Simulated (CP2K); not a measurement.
Consider methoxyketene at its PBE geometry (Å).

```xyz
9

C    -1.3837    0.4085   -0.1635
O     0.0125    0.7325   -0.1537
C     0.8087   -0.3776    0.1282
C     2.1278   -0.2645    0.1694
O     3.3059   -0.1817    0.2104
H    -1.9074    1.3403   -0.4017
H    -1.7146    0.0417    0.8225
H    -1.6105   -0.3477   -0.9335
H     0.3614   -1.3515    0.3218
```

Method: CP2K XAS_TDP, all-electron GAPW, PBEh(45%), aug-cc-pVDZ, TDA, GW2X-corrected core level, no relativity.

Where do the C K-edge lines lie, and how strong are they?

Leading lines: C1 290.72 eV, C3 290.40 eV and C4 288.40 eV. The leading line of an atom is its first one with 35 % of the strongest within 2.5 eV of its lowest line over the strength cut. Core ionisation energies at this level: C3 293.56, C4 296.28 and C1 294.22 eV.

The first six lines of each atom with a strength over 0.0015:

```tsv
atom	energy (eV)	states	strength, one atom	above the computed threshold
C1 (bonded to O and 3 H)	290.72	1	0.0231	
	292.62	2	0.0485	
	292.97	1	0.0099	
	293.50	1	0.0062	
	293.97	1	0.0068	
	294.90	1	0.0134	yes
C3 (bonded to C, O and H)	288.46	1	0.0062	
	290.40	1	0.0445	
	291.43	1	0.0054	
	292.35	1	0.0113	
	292.49	1	0.0016	
	292.77	1	0.0040	
C4 (bonded to C and O)	288.40	1	0.0691	
	292.21	1	0.0659	
	295.48	1	0.0016	
	296.24	1	0.0028	
	296.62	1	0.0016	yes
	299.28	1	0.0019	yes
```

Lines are vertical, at one geometry, with no vibrational structure. GW2X ionisation energies and lines can be off by 1 to 2 eV either way, and a good line position may hide errors that cancel. These values hold no scalar relativity, about 0.1 eV for C 1s. Rydberg lines, and the discretised continuum above threshold, depend on the basis and the box.

[Banner, clock and machine lines of the logs are left out without a mark of their own.]

[Logs are printed without paths, hosts, clocks, repeated set-up lines and the standing remarks that a program may print on its own settings, such as how far it seeks lower states.]

[Hosts, paths, dates, database ids (printed as entryN), source tags and the programs' standing remarks are cut or masked in the printed files.]
